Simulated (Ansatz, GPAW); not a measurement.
## STM contrast on a 7-layer slab of Re(0001)

Aim: Tersoff-Hamann images of a 7-layer slab of Re(0001) at several biases.

Calculated with GPAW 26.7.0 and Ansatz 0.2.0; GPAW, PAW setups; slab in vacuum, in the first sound run; inputs show where later runs differ.

This is a report of a sequence of runs, with most program output left out.

### 1. Starting point

The cell holds 7 atoms: 7 Re. Cell: a = 2.760 Å, b = 2.760 Å, c = 29.372 Å, α = 90.0°, β = 90.0°, γ = 60.0°. Vacuum lies along c.

### 2. Relaxation

Forces are removed first; all later runs use this geometry. The lowest 3 atoms are held at bulk positions and keep their forces.

File run.py:

```python
import json
import numpy as np
from ase import Atoms
from ase.constraints import FixAtoms
from ase.optimize import BFGS
from gpaw import GPAW, PW

slab = Atoms(
    ['Re', 'Re', 'Re', 'Re', 'Re', 'Re', 'Re'],
    positions=[
        [0.00000, 0.00000, 8.00000],
        [2.76000, 1.59349, 10.22870],
        [0.00000, 0.00000, 12.45740],
        [2.76000, 1.59349, 14.68610],
        [0.00000, 0.00000, 16.91480],
        [2.76000, 1.59349, 19.14350],
        [0.00000, 0.00000, 21.37220]],
    cell=[[2.76, 0.0, 0.0], [1.38, 2.39023, 0.0], [0.0, 0.0, 29.3722]],
    pbc=[True, True, False])

slab.calc = GPAW(mode=PW(400), xc='PBE', kpts={'size': (13, 13, 1), 'gamma': True},
                 occupations={'name': 'fermi-dirac', 'width': 0.1}, nbands='160%',
                 convergence={'density': 0.0001}, maxiter=200,
                 poissonsolver={'dipolelayer': 'xy'},
                 symmetry={'tolerance': 1e-3, 'extra_ids': [1, 1, 1, 0, 0, 0, 0]}, txt='slab.txt')
result = {}
slab.set_constraint(FixAtoms([0, 1, 2]))
path = []
opt = BFGS(slab, maxstep=0.2)
opt.attach(lambda: path.append((slab.get_potential_energy(), slab.positions.tolist(), slab.get_forces().tolist())))
result['relaxed'] = bool(opt.run(fmax=0.05, steps=30))
result['path'] = path
energy = slab.get_potential_energy()
fermi = slab.calc.get_fermi_level()
v = slab.calc.get_electrostatic_potential().mean((0, 1)) - fermi
n = slab.calc.get_pseudo_density().mean((0, 1))
L = slab.cell[2, 2]
z = np.arange(len(v)) * L / len(v)
low, high = slab.positions[:, 2].min(), slab.positions[:, 2].max()
below, above = np.interp([low - 5.8, high + 5.8], z, v)
slopes = [np.interp(x, z, np.gradient(v, z)) for x in (low - 5.8, high + 5.8)]
eps = np.array([[slab.calc.get_eigenvalues(k, s) for k in range(len(slab.calc.get_ibz_k_points()))]
                for s in range(slab.calc.get_number_of_spins())]) - fermi
top, bottom = eps[eps < 0].max(), eps[eps > 0].min()
dipole = slab.get_dipole_moment()[2]
print(f'energy {energy:.4f} eV, Fermi level {fermi:.4f} eV, dipole {dipole:.5f} e A')
print(f'potential 5.8 A off the faces, from the Fermi level: lower {below:.4f} eV, upper {above:.4f} eV')
print(f'slope of the potential there: lower {slopes[0]:.5f}, upper {slopes[1]:.5f} eV/A')
print(f'nearest levels on the mesh: {top:.4f} and {bottom:.4f} eV')
print('magnetic moment', round(slab.get_magnetic_moment(), 3))
result.update(energy=energy, fermi=fermi, dipole=dipole, below=below, above=above, slopes=slopes, edges=[top, bottom],
              z=z.tolist(), v=v.tolist(), n=n.tolist(), positions=slab.positions.tolist(),
              forces=slab.get_forces(apply_constraint=False).tolist(), moments=slab.get_magnetic_moments().tolist())
json.dump(result, open('result.json', 'w'))
```

Launch:

```sh
$ OMP_NUM_THREADS=1 OPENBLAS_NUM_THREADS=1 python run.py
```

It took 39 min on 1 thread of Arm Neoverse V1, shared host; peak memory 0.28 GiB.

Step by step:

| step | energy less that of the first step (eV) | largest force (eV/Å) |
| --- | --- | --- |
| 1 | 0.0000 | 1.2323 |
| 2 | -0.0293 | 0.9314 |
| 3 | -0.0630 | 0.2400 |
| 4 | -0.0649 | 0.1405 |
| 5 | -0.0653 | 0.1195 |
| 6 | -0.0671 | 0.0853 |
| 7 | -0.0673 | 0.0686 |
| 8 | -0.0683 | 0.0985 |
| 9 | -0.0689 | 0.0948 |
| 10 | -0.0695 | 0.1037 |
| 11 | -0.0698 | 0.0807 |
| 12 | -0.0700 | 0.0197 |

The atoms that moved most (Å):

| atom | dx | dy | dz | length |
| --- | --- | --- | --- | --- |
| Re6 | 0.000 | 0.000 | 0.100 | 0.100 |
| Re4 | 0.000 | 0.000 | 0.032 | 0.032 |
| Re5 | 0.000 | 0.000 | 0.021 | 0.021 |
| Re7 | 0.000 | 0.000 | -0.007 | 0.007 |

The relaxed structure:

```
Re
1.0
     2.76000    0.00000    0.00000
     1.38000    2.39023    0.00000
     0.00000    0.00000   29.37220
Re
7
Cartesian
  0.0000 0.0000 8.0000
  2.7600 1.5935 10.2287
  0.0000 0.0000 12.4574
  2.7600 1.5935 14.7179
  0.0000 0.0000 16.9356
  2.7600 1.5935 19.2434
  0.0000 0.0000 21.3656
```

Numbers from this step:

* dipole along the normal: 0.002532 e·Å
* levels nearest the Fermi level on the mesh: -0.01182, 0.005670 eV from the Fermi level
* upper work function: 4.926 eV
* lower work function: 5.015 eV

The electrostatic potential energy of an electron (without an applied field's), less the Fermi level, planar mean oscillates, so the rows of the table below give means over windows of 2.2 Å about each position, cut where the curve ends. Its maxima inside the range that stand out by 2 % of the span (Å: eV): 9.1: -2.19, 11.3: -2.29, 13.6: -1.97, 15.8: -2.27, 18.0: -1.60, 20.4: -3.31. Its minima: 8.0: -29.2, 10.3: -29.4, 12.5: -29.4, 14.7: -29.4, 16.9: -29.3, 19.2: -29.3, 21.4: -29.1.

The electrostatic potential energy of an electron (without an applied field's), less the Fermi level, planar mean by z; means over each step:

| z (Å) | electrostatic potential energy of an electron (without an applied field's), less the Fermi level, planar mean (eV) |
| --- | --- |
| 1.10 | 5.01 |
| 3.30 | 5.01 |
| 5.50 | 4.60 |
| 7.70 | -13.6 |
| 9.90 | -14.6 |
| 12.10 | -14.5 |
| 14.30 | -14.3 |
| 16.50 | -14.5 |
| 18.70 | -14.0 |
| 20.90 | -14.9 |
| 23.10 | 2.16 |
| 25.30 | 4.91 |
| 27.50 | 4.93 |

The pseudo valence density, planar mean oscillates, so the rows of the table below give means over windows of 2.31 Å about each position, cut where the curve ends. Its maxima inside the range that stand out by 2 % of the span (Å: e/Å³): 8.0: 1.77, 10.3: 1.75, 12.4: 1.73, 14.7: 1.76, 17.0: 1.75, 19.3: 1.74, 21.4: 1.77. Its minima: 9.0: 0.394, 11.3: 0.379, 13.6: 0.367, 15.7: 0.394, 18.0: 0.343, 20.4: 0.444.

The pseudo valence density, planar mean by z; means over each step:

z (Å), pseudo valence density, planar mean (e/Å³) and a bar:
```
     3.46       0.00 
     5.77       0.03 #
     8.08       0.84 ############################
    10.39       0.87 #############################
    12.70       0.86 #############################
    15.01       0.87 #############################
    17.32       0.86 #############################
    19.63       0.90 ##############################
    21.94       0.74 #########################
    24.25       0.01 
    26.56       0.00
```

The relaxation lowered the energy of the cell by 0.0700 eV (energies extrapolated to zero smearing; the optimiser's log prints free energies). The largest force left on a free atom is 0.020 eV/Å.

### 3. Plane waves, PBE

With the geometry fixed, the planar mean of the potential gives the vacuum level on each side.

run.py, as its differences from that of step 2:

```diff
@@ -3,4 +3,3 @@
 from ase import Atoms
-from ase.constraints import FixAtoms
-from ase.optimize import BFGS
+from ase.dft.stm import STM
 from gpaw import GPAW, PW
@@ -13,6 +12,6 @@
         [0.00000, 0.00000, 12.45740],
-        [2.76000, 1.59349, 14.68610],
-        [0.00000, 0.00000, 16.91480],
-        [2.76000, 1.59349, 19.14350],
-        [0.00000, 0.00000, 21.37220]],
+        [2.76000, 1.59349, 14.71789],
+        [-0.00000, -0.00000, 16.93556],
+        [2.76000, 1.59349, 19.24343],
+        [-0.00000, 0.00000, 21.36563]],
     cell=[[2.76, 0.0, 0.0], [1.38, 2.39023, 0.0], [0.0, 0.0, 29.3722]],
@@ -22,12 +21,6 @@
                  occupations={'name': 'fermi-dirac', 'width': 0.1}, nbands='160%',
-                 convergence={'density': 0.0001}, maxiter=200,
+                 convergence={'density': 1e-05}, maxiter=200,
                  poissonsolver={'dipolelayer': 'xy'},
-                 symmetry={'tolerance': 1e-3, 'extra_ids': [1, 1, 1, 0, 0, 0, 0]}, txt='slab.txt')
+                 symmetry={'tolerance': 1e-3}, txt='slab.txt')
 result = {}
-slab.set_constraint(FixAtoms([0, 1, 2]))
-path = []
-opt = BFGS(slab, maxstep=0.2)
-opt.attach(lambda: path.append((slab.get_potential_energy(), slab.positions.tolist(), slab.get_forces().tolist())))
-result['relaxed'] = bool(opt.run(fmax=0.05, steps=30))
-result['path'] = path
 energy = slab.get_potential_energy()
@@ -53,2 +46,16 @@
               forces=slab.get_forces(apply_constraint=False).tolist(), moments=slab.get_magnetic_moments().tolist())
+
+# Images need the states of the whole zone, up to time reversal
+slab.calc = slab.calc.fixed_density(symmetry={'point_group': False}, txt='states.txt', nbands='250%',
+                                    convergence={'bands': 'CBM+1.8'})
+stm = STM(slab)
+result['stm'] = []
+for bias in [-2.0, -1.0, 1.5]:
+    height = high + 4.0
+    current = stm.get_averaged_current(bias, height)
+    x, y, h = stm.scan(bias, current)
+    i, f = divmod(height / L * stm.ldos.shape[2], 1)
+    I = abs((1 - f) * stm.ldos[:, :, int(i)] + f * stm.ldos[:, :, int(i) + 1])
+    print(f'bias {bias} V: mean current at 4.0 A {current:.4e}, corrugation {np.ptp(h):.4f} A')
+    result['stm'].append(dict(bias=bias, current=current, h=(h - high).tolist(), I=I.tolist()))
 json.dump(result, open('result.json', 'w'))
```

Elapsed: 20 min, on 1 thread; peak memory 0.95 GiB.

Numbers from this step:

| Item | Value |
| --- | --- |
| dipole along the normal | 0.003205 e·Å |
| levels nearest the Fermi level on the mesh | -0.01179, 0.005659 eV from the Fermi level |
| corrugation -2 | 0.01434 Å |
| corrugation -1 | 0.01165 Å |
| corrugation 1.5 | 0.01514 Å |

The electrostatic potential energy of an electron (without an applied field's), less the Fermi level, planar mean oscillates, so the rows of the table below give means over windows of 2.2 Å about each position, cut where the curve ends. Its maxima inside the range that stand out by 2 % of the span (Å: eV): 9.1: -2.19, 11.3: -2.28, 13.6: -1.97, 15.8: -2.27, 18.0: -1.60, 20.4: -3.31. Its minima: 8.0: -29.2, 10.3: -29.4, 12.5: -29.4, 14.7: -29.4, 16.9: -29.3, 19.2: -29.3, 21.4: -29.1.

Table of electrostatic potential energy of an electron (without an applied field's), less the Fermi level, planar mean by z; means over each step:

(Unchanged from step 2.)

The pseudo valence density, planar mean oscillates, so the rows of the table below give means over windows of 2.31 Å about each position, cut where the curve ends. Its maxima inside the range that stand out by 2 % of the span (Å: e/Å³): 8.0: 1.77, 10.3: 1.75, 12.4: 1.73, 14.7: 1.76, 17.0: 1.75, 19.3: 1.74, 21.4: 1.77. Its minima: 9.0: 0.394, 11.3: 0.379, 13.6: 0.367, 15.7: 0.394, 18.0: 0.343, 20.4: 0.444.

Table of pseudo valence density, planar mean by z; means over each step:

| z (Å) | pseudo valence density, planar mean (e/Å³) |
| --- | --- |
| 3.46 | 9.8e-5 |
| 5.77 | 0.0320 |
| 8.08 | 0.843 |
| 10.39 | 0.867 |
| 12.70 | 0.864 |
| 15.01 | 0.871 |
| 17.32 | 0.855 |
| 19.63 | 0.898 |
| 21.94 | 0.735 |
| 24.25 | 0.00599 |
| 26.56 | 1.9e-5 |

Tip height over the top atom over a1 and a2. Sample bias -2 V, constant current at the mean current 4.0 Å over the top atom.

Ten even steps from '0' (3.992 Å) to '9' (4.006 Å):
```
00135666666531
21235677777653
43345677887765
55555677999776
65555667899876
65555566789876
55566555677776
65667665667776
65567765566666
55567776555555
45556666555433
23555565555321
01355555555310
00245665665420
```
Columns: a1 from 0 to 0.929; rows upwards: a2 from 0 to 0.929.

Local density of states summed over the bias window over a1 and a2. Sample bias -2 V, constant height 4.0 Å over the top atom.

Values in units of 1e-5 arbitrary, 14 rows by 14 columns:
```
5.3 5.3 5.3 5.3 5.4 5.4 5.4 5.4 5.4 5.4 5.4 5.4 5.3 5.3
5.3 5.3 5.3 5.3 5.4 5.4 5.4 5.4 5.4 5.4 5.4 5.4 5.4 5.3
5.3 5.3 5.3 5.3 5.4 5.4 5.4 5.4 5.4 5.4 5.4 5.4 5.4 5.4
5.4 5.4 5.4 5.4 5.4 5.4 5.4 5.4 5.5 5.5 5.5 5.4 5.4 5.4
5.4 5.4 5.4 5.4 5.4 5.4 5.4 5.4 5.4 5.5 5.5 5.4 5.4 5.4
5.4 5.4 5.4 5.4 5.4 5.4 5.4 5.4 5.4 5.4 5.5 5.4 5.4 5.4
5.4 5.4 5.4 5.4 5.4 5.4 5.4 5.4 5.4 5.4 5.4 5.4 5.4 5.4
5.4 5.4 5.4 5.4 5.4 5.4 5.4 5.4 5.4 5.4 5.4 5.4 5.4 5.4
5.4 5.4 5.4 5.4 5.4 5.4 5.4 5.4 5.4 5.4 5.4 5.4 5.4 5.4
5.4 5.4 5.4 5.4 5.4 5.4 5.4 5.4 5.4 5.4 5.4 5.4 5.4 5.4
5.3 5.4 5.4 5.4 5.4 5.4 5.4 5.4 5.4 5.4 5.4 5.3 5.3 5.3
5.3 5.3 5.4 5.4 5.4 5.4 5.4 5.4 5.4 5.4 5.4 5.3 5.3 5.3
5.3 5.3 5.3 5.4 5.4 5.4 5.4 5.4 5.4 5.4 5.4 5.3 5.3 5.3
5.2 5.3 5.3 5.3 5.4 5.4 5.4 5.4 5.4 5.4 5.4 5.3 5.3 5.3
```
Columns: a1 from 0 to 0.929; rows upwards: a2 from 0 to 0.929.

Tip height over the top atom over a1 and a2. Sample bias -1 V, constant current at the mean current 4.0 Å over the top atom.

Ten even steps from '0' (3.994 Å) to '9' (4.006 Å):
```
00134554455431
21234566666543
43344567887654
44444567999765
44444456899865
44444444689864
44444444467764
44445444456665
44445544445555
44445554444444
44444444444433
23444444444321
01344444444310
00244444444420
```
Columns: a1 from 0 to 0.929; rows upwards: a2 from 0 to 0.929.

Local density of states summed over the bias window over a1 and a2. Sample bias -1 V, constant height 4.0 Å over the top atom.

Ten even steps from '_' (3.94 × 1e-5 arbitrary) to '@' (4.07 × 1e-5 arbitrary):
```
____..--==++++++++++++==--..
......--==++**********++==--
--------==++**##%%%%##**++==
++======++++**##@@@@@@##**++
++++++++++++++**%%@@@@%%**++
==============++**%%@@%%**++
==--========--==++**####**++
==--==++++++==--==++******++
++====++****++====++++++++++
++++====++**++====++++======
--==++====++++====++==------
..--==++==========++==--....
__..--==++==----==++==--..__
____..--++++======++++--..__
```
Columns: a1 from 0 to 0.929; rows upwards: a2 from 0 to 0.929.

Tip height over the top atom over a1 and a2. Sample bias 1.5 V, constant current at the mean current 4.0 Å over the top atom.

Values in Å, 14 rows by 14 columns:
```
4.008 4.008 4.007 4.005 4.003 4.000 3.998 3.997 3.997 3.998 4.000 4.003 4.005 4.007
4.007 4.007 4.007 4.005 4.003 4.000 3.998 3.997 3.996 3.997 3.998 4.000 4.003 4.005
4.005 4.005 4.005 4.005 4.003 4.000 3.998 3.996 3.995 3.995 3.996 3.998 4.000 4.003
4.002 4.003 4.004 4.003 4.002 4.000 3.998 3.996 3.995 3.994 3.995 3.996 3.998 4.000
3.999 4.001 4.002 4.002 4.001 3.999 3.998 3.997 3.995 3.994 3.994 3.995 3.997 3.998
3.997 3.998 3.999 4.000 3.999 3.998 3.997 3.997 3.996 3.995 3.995 3.995 3.996 3.997
3.996 3.996 3.997 3.998 3.998 3.997 3.996 3.996 3.997 3.997 3.996 3.996 3.997 3.997
3.997 3.996 3.996 3.996 3.996 3.996 3.996 3.996 3.997 3.998 3.998 3.998 3.998 3.998
3.999 3.998 3.997 3.996 3.995 3.995 3.996 3.997 3.998 3.999 4.000 4.000 4.000 4.000
4.002 4.001 3.999 3.998 3.996 3.995 3.996 3.998 3.999 4.001 4.002 4.003 4.003 4.003
4.005 4.003 4.002 4.000 3.998 3.996 3.996 3.998 4.000 4.002 4.003 4.005 4.005 4.005
4.007 4.005 4.004 4.002 3.999 3.997 3.996 3.997 3.999 4.002 4.004 4.005 4.007 4.007
4.008 4.007 4.005 4.003 4.001 3.998 3.996 3.996 3.998 4.001 4.003 4.005 4.007 4.008
4.009 4.008 4.007 4.005 4.002 3.999 3.997 3.996 3.997 3.999 4.002 4.005 4.007 4.008
```
Columns: a1 from 0 to 0.929; rows upwards: a2 from 0 to 0.929.

Local density of states summed over the bias window over a1 and a2. Sample bias 1.5 V, constant height 4.0 Å over the top atom.

Ten even steps from '_' (7.49 × 1e-5 arbitrary) to '@' (7.81 × 1e-5 arbitrary):
```
@@@@%%##++--::....::--++##%%
%%%%%%##++==::......::==++##
**####**++==::..____..::==++
++******++--::..______..::--
--==++++==--::..________..::
..::------::......______....
....::::::::................
..................::::::::::
--::::..____..::::----====--
++==--::..__..::--==++++++++
****++--::....::--++****####
%%##**++--::..::--++**##%%%%
@@%%##**==::....::==**##%%@@
@@@@%%**++--......--++**%%@@
```
Columns: a1 from 0 to 0.929; rows upwards: a2 from 0 to 0.929.

Force by atom:

| atom | x (eV/Å) | y (eV/Å) | z (eV/Å) | size |
| --- | --- | --- | --- | --- |
| Re1 | 0.00 | 0.00 | 0.80 | 0.80 |
| Re2 | 0.00 | 0.00 | -1.09 | 1.09 |
| Re3 | 0.00 | 0.00 | 0.27 | 0.27 |
| Re4 | 0.00 | 0.00 | 0.02 | 0.02 |
| Re5 | 0.00 | 0.00 | 0.00 | 0.00 |
| Re6 | 0.00 | 0.00 | -0.01 | 0.01 |
| Re7 | 0.00 | 0.00 | 0.02 | 0.02 |

The potential is flat to 2.0e-4 eV/Å where it is read, so the vacuum is wide enough.

(Part 1 of 2 ends here.)

[Logs are printed without paths, hosts, clocks, repeated set-up lines and the standing remarks that a program may print on its own settings, such as how far it seeks lower states.]

[Hosts, paths, dates, database ids (printed as entryN), source tags and the programs' standing remarks are cut or masked in the printed files.]
